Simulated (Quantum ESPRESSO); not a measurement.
# Al(110), stepped through the number of layers, part 4 of 8

What law, if any, do the results for Al(110) follow against the number of layers?

Quantum ESPRESSO 7.5; plane-wave DFT, PBE, GBRV ultrasoft pseudopotentials.

So far. Step 5 (Self-consistent run, 4 layers): The vacuum levels are read from the outermost 0.7 Å of the cell on either side. Step 5 (Self-consistent run, 4 layers): Inside the slab this potential holds the local part of the pseudopotentials, which can be repulsive at the nuclei; only its value in the vacuum has a meaning of its own.

### Step 6. Relaxation with pw.x, 5 layers

System of this step: Al(110), 5 layers. The cell holds 5 atoms: 5 Al. Cell: a = 4.040 Å, b = 2.856 Å, c = 21.672 Å, α = 90.0°, β = 90.0°, γ = 90.0°. It derives from Al. Vacuum lies along c.

Contents of m1.relax.in:

```
&control
  prefix = 'm1.relax'
  outdir = './out'
  pseudo_dir = './pseudo'
  nstep = 40
  forc_conv_thr = 0.001
  calculation = 'relax'
/
&system
  ibrav = 0
  nat = 5
  ntyp = 1
  ecutwfc = 40
  ecutrho = 200
  occupations = 'smearing'
  smearing = 'mv'
  degauss = 0.02
/
&electrons
  conv_thr = 1e-08
  mixing_beta = 0.4
  electron_maxstep = 120
  mixing_mode = 'local-TF'
/
&ions
/
ATOMIC_SPECIES
  Al  26.9815  al_pbe_v1.uspp.F.UPF
CELL_PARAMETERS angstrom
  4.03954959800000 0.00000000000000 0.00000000000000
  0.00000000000000 2.85639291368519 0.00000000000000
  0.00000000000000 0.00000000000000 21.67150028860495
ATOMIC_POSITIONS crystal
  Al  0.000000000000 0.000000000000 0.368195885119
  Al  0.500000000000 0.500000000000 0.434097942559
  Al  0.000000000000 0.000000000000 0.500000000000 0 0 0
  Al  0.500000000000 0.500000000000 0.565902057441
  Al  0.000000000000 0.000000000000 0.631804114881
K_POINTS automatic
  8 12 1 0 0 0
```

Command:

```console
$ OMP_NUM_THREADS=1 mpirun -n 4 pw.x -nk 4 -in m1.relax.in > m1.relax.out
```

What it wrote:

```text
[banner, memory and clock lines left out]
Program PWSCF v.7.5 starts
[...]
Message from routine setup:
[...]
number of electrons       =        15.00
     number of Kohn-Sham states=           12
     kinetic-energy cutoff     =      40.0000  Ry
     charge density cutoff     =     200.0000  Ry
[...]
number of k points=    35  Marzari-Vanderbilt smearing, width (Ry)=  0.0200
[...]
Dense  grid:    80463 G-vectors     FFT dimensions: (  36,  25, 192)
[...]
negative rho (up, down):  2.055E-04 0.000E+00
     Starting wfcs are   20 randomized atomic wfcs
[...]
negative rho (up, down):  2.803E-06 0.000E+00
[...]
estimated scf accuracy    <       0.41122527 Ry
[...]
negative rho (up, down):  3.350E-04 0.000E+00
[...]
estimated scf accuracy    <       0.23496816 Ry
[...]
estimated scf accuracy    <       0.01208740 Ry
[...]
negative rho (up, down):  2.318E-04 0.000E+00
[...]
estimated scf accuracy    <       0.00909935 Ry
[...]
negative rho (up, down):  2.119E-04 0.000E+00
[...]
estimated scf accuracy    <       0.00784906 Ry
[...]
estimated scf accuracy    <       0.00338041 Ry
[...]
negative rho (up, down):  5.644E-03 0.000E+00
[...]
estimated scf accuracy    <       0.00138150 Ry
[...]
negative rho (up, down):  3.002E-03 0.000E+00
[...]
estimated scf accuracy    <       0.00067227 Ry
[...]
negative rho (up, down):  3.591E-03 0.000E+00
[...]
estimated scf accuracy    <       0.00019418 Ry
[...]
negative rho (up, down):  3.204E-04 0.000E+00
[...]
estimated scf accuracy    <       0.00004854 Ry
[...]
negative rho (up, down):  2.767E-04 0.000E+00
[...]
estimated scf accuracy    <       0.00001021 Ry
[...]
negative rho (up, down):  2.317E-04 0.000E+00
[...]
estimated scf accuracy    <       0.00000574 Ry
[...]
negative rho (up, down):  2.338E-04 0.000E+00
[...]
estimated scf accuracy    <       0.00000013 Ry
[...]
negative rho (up, down):  2.379E-04 0.000E+00
[...]
estimated scf accuracy    <       0.00000007 Ry
[...]
negative rho (up, down):  2.415E-04 0.000E+00
[...]
estimated scf accuracy    <       0.00000002 Ry
[...]
negative rho (up, down):  2.405E-04 0.000E+00
[...]
the Fermi energy is     0.0149 ev
!    total energy              =     -33.43719121 Ry
     estimated scf accuracy    <          1.1E-09 Ry
     smearing contrib. (-TS)   =       0.00076648 Ry
     internal energy E=F+TS    =     -33.43795769 Ry
[...]
one-electron contribution =    -192.62631594 Ry
     hartree contribution      =      99.43184831 Ry
     xc contribution           =     -21.15049712 Ry
     ewald contribution        =      80.90700706 Ry
     convergence has been achieved in  16 iterations
     negative rho (up, down):  2.405E-04 0.000E+00
[...]
Total force =     0.015142     Total SCF correction =     0.000045
[...]
negative rho (up, down):  2.371E-04 0.000E+00
[...]
negative rho (up, down):  2.409E-04 0.000E+00
[...]
estimated scf accuracy    <       0.00000660 Ry
[...]
negative rho (up, down):  2.480E-04 0.000E+00
[...]
estimated scf accuracy    <       0.00000325 Ry
[...]
negative rho (up, down):  2.473E-04 0.000E+00
[...]
estimated scf accuracy    <       0.00000010 Ry
[...]
negative rho (up, down):  2.474E-04 0.000E+00
[...]
estimated scf accuracy    <       0.00000005 Ry
[...]
negative rho (up, down):  2.465E-04 0.000E+00
[...]
estimated scf accuracy    <       0.00000005 Ry
[...]
negative rho (up, down):  2.442E-04 0.000E+00
[...]
estimated scf accuracy    <       0.00000002 Ry
[...]
negative rho (up, down):  2.443E-04 0.000E+00
[...]
estimated scf accuracy    <       0.00000003 Ry
[...]
negative rho (up, down):  2.433E-04 0.000E+00
[...]
the Fermi energy is     0.0117 ev
!    total energy              =     -33.43741042 Ry
     estimated scf accuracy    <          7.6E-09 Ry
     smearing contrib. (-TS)   =       0.00081540 Ry
     internal energy E=F+TS    =     -33.43822582 Ry
[...]
one-electron contribution =    -192.79582834 Ry
     hartree contribution      =      99.51517675 Ry
     xc contribution           =     -21.15295001 Ry
     ewald contribution        =      80.99537578 Ry
     convergence has been achieved in   8 iterations
     negative rho (up, down):  2.433E-04 0.000E+00
[...]
Total force =     0.013824     Total SCF correction =     0.000114
[...]
WARNING: bfgs curvature condition failed, Theta= 0.877
[...]
negative rho (up, down):  2.377E-04 0.000E+00
[...]
negative rho (up, down):  2.419E-04 0.000E+00
[...]
estimated scf accuracy    <       0.00000638 Ry
[...]
negative rho (up, down):  2.481E-04 0.000E+00
[...]
estimated scf accuracy    <       0.00000316 Ry
[...]
negative rho (up, down):  2.465E-04 0.000E+00
[...]
estimated scf accuracy    <       0.00000008 Ry
[...]
negative rho (up, down):  2.447E-04 0.000E+00
[...]
estimated scf accuracy    <       0.00000002 Ry
[...]
negative rho (up, down):  2.443E-04 0.000E+00
[...]
estimated scf accuracy    <          1.6E-09 Ry
[...]
negative rho (up, down):  2.445E-04 0.000E+00
[...]
estimated scf accuracy    <          1.7E-09 Ry
[...]
negative rho (up, down):  2.457E-04 0.000E+00
[...]
the Fermi energy is     0.0080 ev
!    total energy              =     -33.43762586 Ry
     estimated scf accuracy    <          1.8E-10 Ry
     smearing contrib. (-TS)   =       0.00086165 Ry
     internal energy E=F+TS    =     -33.43848751 Ry
[...]
one-electron contribution =    -192.98845059 Ry
     hartree contribution      =      99.61076821 Ry
     xc contribution           =     -21.15571694 Ry
     ewald contribution        =      81.09491181 Ry
     convergence has been achieved in   7 iterations
     negative rho (up, down):  2.457E-04 0.000E+00
[...]
Total force =     0.012399     Total SCF correction =     0.000018
[...]
negative rho (up, down):  2.326E-04 0.000E+00
[...]
negative rho (up, down):  2.376E-04 0.000E+00
[...]
estimated scf accuracy    <       0.00001437 Ry
[...]
negative rho (up, down):  2.471E-04 0.000E+00
[...]
estimated scf accuracy    <       0.00000714 Ry
[...]
negative rho (up, down):  2.437E-04 0.000E+00
[...]
estimated scf accuracy    <       0.00000024 Ry
[...]
negative rho (up, down):  2.408E-04 0.000E+00
[...]
estimated scf accuracy    <       0.00000004 Ry
[...]
estimated scf accuracy    <       0.00000014 Ry
[...]
negative rho (up, down):  2.384E-04 0.000E+00
[...]
estimated scf accuracy    <       0.00000015 Ry
[...]
negative rho (up, down):  2.381E-04 0.000E+00
[...]
estimated scf accuracy    <          3.8E-09 Ry
[...]
negative rho (up, down):  2.385E-04 0.000E+00
[...]
estimated scf accuracy    <          2.5E-09 Ry
[...]
negative rho (up, down):  2.395E-04 0.000E+00
[...]
the Fermi energy is    -0.0030 ev
!    total energy              =     -33.43821579 Ry
     estimated scf accuracy    <          2.3E-10 Ry
     smearing contrib. (-TS)   =       0.00096818 Ry
     internal energy E=F+TS    =     -33.43918397 Ry
[...]
one-electron contribution =    -193.74305811 Ry
     hartree contribution      =      99.98393093 Ry
     xc contribution           =     -21.16645082 Ry
     ewald contribution        =      81.48639402 Ry
     convergence has been achieved in   8 iterations
     negative rho (up, down):  2.395E-04 0.000E+00
[...]
Total force =     0.007355     Total SCF correction =     0.000010
[...]
negative rho (up, down):  2.215E-04 0.000E+00
[...]
negative rho (up, down):  2.245E-04 0.000E+00
[...]
estimated scf accuracy    <       0.00005286 Ry
[...]
negative rho (up, down):  2.264E-04 0.000E+00
[...]
estimated scf accuracy    <       0.00002821 Ry
[...]
negative rho (up, down):  2.246E-04 0.000E+00
[...]
estimated scf accuracy    <       0.00000145 Ry
[...]
negative rho (up, down):  2.231E-04 0.000E+00
[...]
estimated scf accuracy    <       0.00000018 Ry
[...]
negative rho (up, down):  2.211E-04 0.000E+00
[...]
estimated scf accuracy    <       0.00000016 Ry
[...]
negative rho (up, down):  2.201E-04 0.000E+00
[...]
estimated scf accuracy    <          5.3E-09 Ry
[...]
negative rho (up, down):  2.199E-04 0.000E+00
[...]
estimated scf accuracy    <          5.8E-10 Ry
[...]
negative rho (up, down):  2.220E-04 0.000E+00
[...]
the Fermi energy is    -0.0099 ev
!    total energy              =     -33.43847952 Ry
     estimated scf accuracy    <          1.5E-10 Ry
     smearing contrib. (-TS)   =       0.00097420 Ry
     internal energy E=F+TS    =     -33.43945371 Ry
[...]
one-electron contribution =    -194.45419685 Ry
     hartree contribution      =     100.33595971 Ry
     xc contribution           =     -21.17652459 Ry
     ewald contribution        =      81.85530801 Ry
     convergence has been achieved in   8 iterations
     negative rho (up, down):  2.220E-04 0.000E+00
[...]
Total force =     0.003597     Total SCF correction =     0.000004
[...]
negative rho (up, down):  2.182E-04 0.000E+00
[...]
negative rho (up, down):  2.209E-04 0.000E+00
[...]
estimated scf accuracy    <       0.00001814 Ry
[...]
negative rho (up, down):  2.243E-04 0.000E+00
[...]
estimated scf accuracy    <       0.00000926 Ry
[...]
negative rho (up, down):  2.227E-04 0.000E+00
[...]
estimated scf accuracy    <       0.00000032 Ry
[...]
negative rho (up, down):  2.204E-04 0.000E+00
[...]
estimated scf accuracy    <       0.00000004 Ry
[...]
negative rho (up, down):  2.205E-04 0.000E+00
[...]
estimated scf accuracy    <       0.00000002 Ry
[...]
negative rho (up, down):  2.201E-04 0.000E+00
[...]
estimated scf accuracy    <          3.5E-09 Ry
[...]
negative rho (up, down):  2.218E-04 0.000E+00
[...]
the Fermi energy is    -0.0129 ev
!    total energy              =     -33.43852934 Ry
     estimated scf accuracy    <          1.4E-10 Ry
     smearing contrib. (-TS)   =       0.00093498 Ry
     internal energy E=F+TS    =     -33.43946432 Ry
[...]
one-electron contribution =    -194.93410474 Ry
     hartree contribution      =     100.57378499 Ry
     xc contribution           =     -21.18312061 Ry
     ewald contribution        =      82.10397605 Ry
     convergence has been achieved in   7 iterations
     negative rho (up, down):  2.218E-04 0.000E+00
[...]
Total force =     0.002888     Total SCF correction =     0.000009
[...]
negative rho (up, down):  2.208E-04 0.000E+00
[...]
negative rho (up, down):  2.213E-04 0.000E+00
[...]
estimated scf accuracy    <       0.00000074 Ry
[...]
negative rho (up, down):  2.218E-04 0.000E+00
[...]
estimated scf accuracy    <       0.00000033 Ry
[...]
negative rho (up, down):  2.217E-04 0.000E+00
[...]
estimated scf accuracy    <          4.7E-09 Ry
[...]
negative rho (up, down):  2.217E-04 0.000E+00
[...]
estimated scf accuracy    <          2.2E-09 Ry
[...]
negative rho (up, down):  2.216E-04 0.000E+00
[...]
the Fermi energy is    -0.0133 ev
!    total energy              =     -33.43853799 Ry
     estimated scf accuracy    <          4.9E-11 Ry
     smearing contrib. (-TS)   =       0.00092504 Ry
     internal energy E=F+TS    =     -33.43946303 Ry
[...]
one-electron contribution =    -195.02940063 Ry
     hartree contribution      =     100.62106361 Ry
     xc contribution           =     -21.18414702 Ry
     ewald contribution        =      82.15302102 Ry
     convergence has been achieved in   5 iterations
     negative rho (up, down):  2.216E-04 0.000E+00
[...]
Total force =     0.002707     Total SCF correction =     0.000008
[...]
WARNING: bfgs curvature condition failed, Theta= 0.919
[...]
negative rho (up, down):  2.203E-04 0.000E+00
[...]
negative rho (up, down):  2.208E-04 0.000E+00
[...]
estimated scf accuracy    <       0.00000220 Ry
[...]
negative rho (up, down):  2.213E-04 0.000E+00
[...]
estimated scf accuracy    <       0.00000098 Ry
[...]
negative rho (up, down):  2.213E-04 0.000E+00
[...]
estimated scf accuracy    <       0.00000001 Ry
[...]
negative rho (up, down):  2.214E-04 0.000E+00
[...]
estimated scf accuracy    <       0.00000002 Ry
[...]
negative rho (up, down):  2.214E-04 0.000E+00
[...]
estimated scf accuracy    <          1.8E-10 Ry
[...]
negative rho (up, down):  2.213E-04 0.000E+00
[...]
the Fermi energy is    -0.0140 ev
!    total energy              =     -33.43855141 Ry
     estimated scf accuracy    <          4.6E-11 Ry
     smearing contrib. (-TS)   =       0.00091193 Ry
     internal energy E=F+TS    =     -33.43946333 Ry
[...]
one-electron contribution =    -195.15614281 Ry
     hartree contribution      =     100.68393767 Ry
     xc contribution           =     -21.18537375 Ry
     ewald contribution        =      82.21811556 Ry
     convergence has been achieved in   6 iterations
     negative rho (up, down):  2.213E-04 0.000E+00
[...]
Total force =     0.002319     Total SCF correction =     0.000007
[...]
negative rho (up, down):  2.197E-04 0.000E+00
[...]
negative rho (up, down):  2.202E-04 0.000E+00
[...]
estimated scf accuracy    <       0.00000456 Ry
[...]
negative rho (up, down):  2.205E-04 0.000E+00
[...]
estimated scf accuracy    <       0.00000206 Ry
[...]
negative rho (up, down):  2.206E-04 0.000E+00
[...]
estimated scf accuracy    <       0.00000003 Ry
[...]
negative rho (up, down):  2.208E-04 0.000E+00
[...]
estimated scf accuracy    <       0.00000001 Ry
[...]
negative rho (up, down):  2.208E-04 0.000E+00
[...]
estimated scf accuracy    <          6.4E-10 Ry
[...]
negative rho (up, down):  2.209E-04 0.000E+00
[...]
the Fermi energy is    -0.0149 ev
!    total energy              =     -33.43856635 Ry
     estimated scf accuracy    <          6.0E-11 Ry
     smearing contrib. (-TS)   =       0.00089607 Ry
     internal energy E=F+TS    =     -33.43946242 Ry
[...]
one-electron contribution =    -195.30810214 Ry
     hartree contribution      =     100.75945246 Ry
     xc contribution           =     -21.18674671 Ry
     ewald contribution        =      82.29593398 Ry
     convergence has been achieved in   6 iterations
     negative rho (up, down):  2.209E-04 0.000E+00
[...]
```

The job ended after 2.2 min (4 MPI ranks of Arm Neoverse V1, shared host; peak memory 0.45 GiB; 9 min of CPU time).

Relaxation path:

| step | energy less that of the first step (eV) | largest force (eV/Å) |
| --- | --- | --- |
| 1 | 0.0000 | 0.2398 |
| 2 | -0.0030 | 0.2226 |
| 3 | -0.0059 | 0.2035 |
| 4 | -0.0097 | 0.1745 |
| 5 | -0.0139 | 0.1301 |
| 6 | -0.0175 | 0.0616 |
| 7 | -0.0182 | 0.0491 |
| 8 | -0.0183 | 0.0472 |
| 9 | -0.0185 | 0.0410 |
| 10 | -0.0187 | 0.0308 |
| 11 | -0.0189 | 0.0150 |

The atoms that moved most (Å):

```csv
atom,dx,dy,dz,length
Al5,0.000,0.000,-0.067,0.067
Al1,0.000,0.000,0.067,0.067
Al2,0.000,0.000,-0.018,0.018
Al4,0.000,0.000,0.018,0.018
```

The relaxed structure:

```cif
data_structure
_symmetry_space_group_name_H-M 'P 1'
_symmetry_Int_Tables_number 1
_cell_length_a 4.0395
_cell_length_b 2.8564
_cell_length_c 21.6715
_cell_angle_alpha 90.000
_cell_angle_beta 90.000
_cell_angle_gamma 90.000
_cell_volume 250.06
loop_
_atom_site_label
_atom_site_type_symbol
_atom_site_fract_x
_atom_site_fract_y
_atom_site_fract_z
_atom_site_occupancy
Al1 Al 0.00000 0.00000 0.37130 1
Al2 Al 0.50000 0.50000 0.43329 1
Al3 Al 0.00000 0.00000 0.50000 1
Al4 Al 0.50000 0.50000 0.56671 1
Al5 Al 0.00000 0.00000 0.62870 1
```

The relaxation lowers the energy by 4 meV an atom. On the free atoms the largest force ends at 0.015 eV/Å.

Read from the output:

| Quantity | Value |
| --- | --- |
| free energy | -454.9551 eV |
| Fermi energy | -0.0161 eV |

(Part 4 of 8 ends here.)

[Logs are printed without paths, hosts, clocks, repeated set-up lines and the standing remarks that a program may print on its own settings, such as how far it seeks lower states.]

[Hosts, paths, dates, database ids (printed as entryN), source tags and the programs' standing remarks are cut or masked in the printed files.]

[Maps of the electrostatic potential energy from Ansatz leave out the sawtooth potential of an applied field or a dipole correction, so their vacuum need not be flat; planar profiles and work functions include it.]
